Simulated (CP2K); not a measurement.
The C K edge of methanol monohydrate was computed by TDDFT (CP2K XAS_TDP, aug-cc-pVDZ, TDA) at these levels: PBEh(45%), PBEh(45%) + GW2X and PBEh(60%). The first three lines of C1 (bonded to O and 3 H) with a strength over 0.0015, energy in eV and strength:

```tsv
run	first	second	third
1	288.90 (0.046)	290.04 (0.005)	290.44 (0.040)
2	284.53 (0.026)	285.38 (0.003)	285.92 (0.025)
3	291.36 (0.025)	292.21 (0.003)	292.75 (0.025)
```

**Question.** Which run is which?

Run 1: PBEh(60%) (60 % exact exchange). Run 2: PBEh(45%) (45 % exact exchange). Run 3: PBEh(45%) + GW2X (45 % exact exchange). Self-interaction lifts the core level, so the uncorrected lines rise with the share of exact exchange. The GW2X run keeps the spacings of its parent: 0.85 eV between the first two lines in run 3, 0.85 eV in run 2. Its shift is +6.83 eV, since the Kohn–Sham level at this share of exchange lies that far above the quasiparticle level.

[Banner, clock and machine lines of the logs are left out without a mark of their own.]

[Logs are printed without paths, hosts, clocks, repeated set-up lines and the standing remarks that a program may print on its own settings, such as how far it seeks lower states.]

[Hosts, paths, dates, database ids (printed as entryN), source tags and the programs' standing remarks are cut or masked in the printed files.]
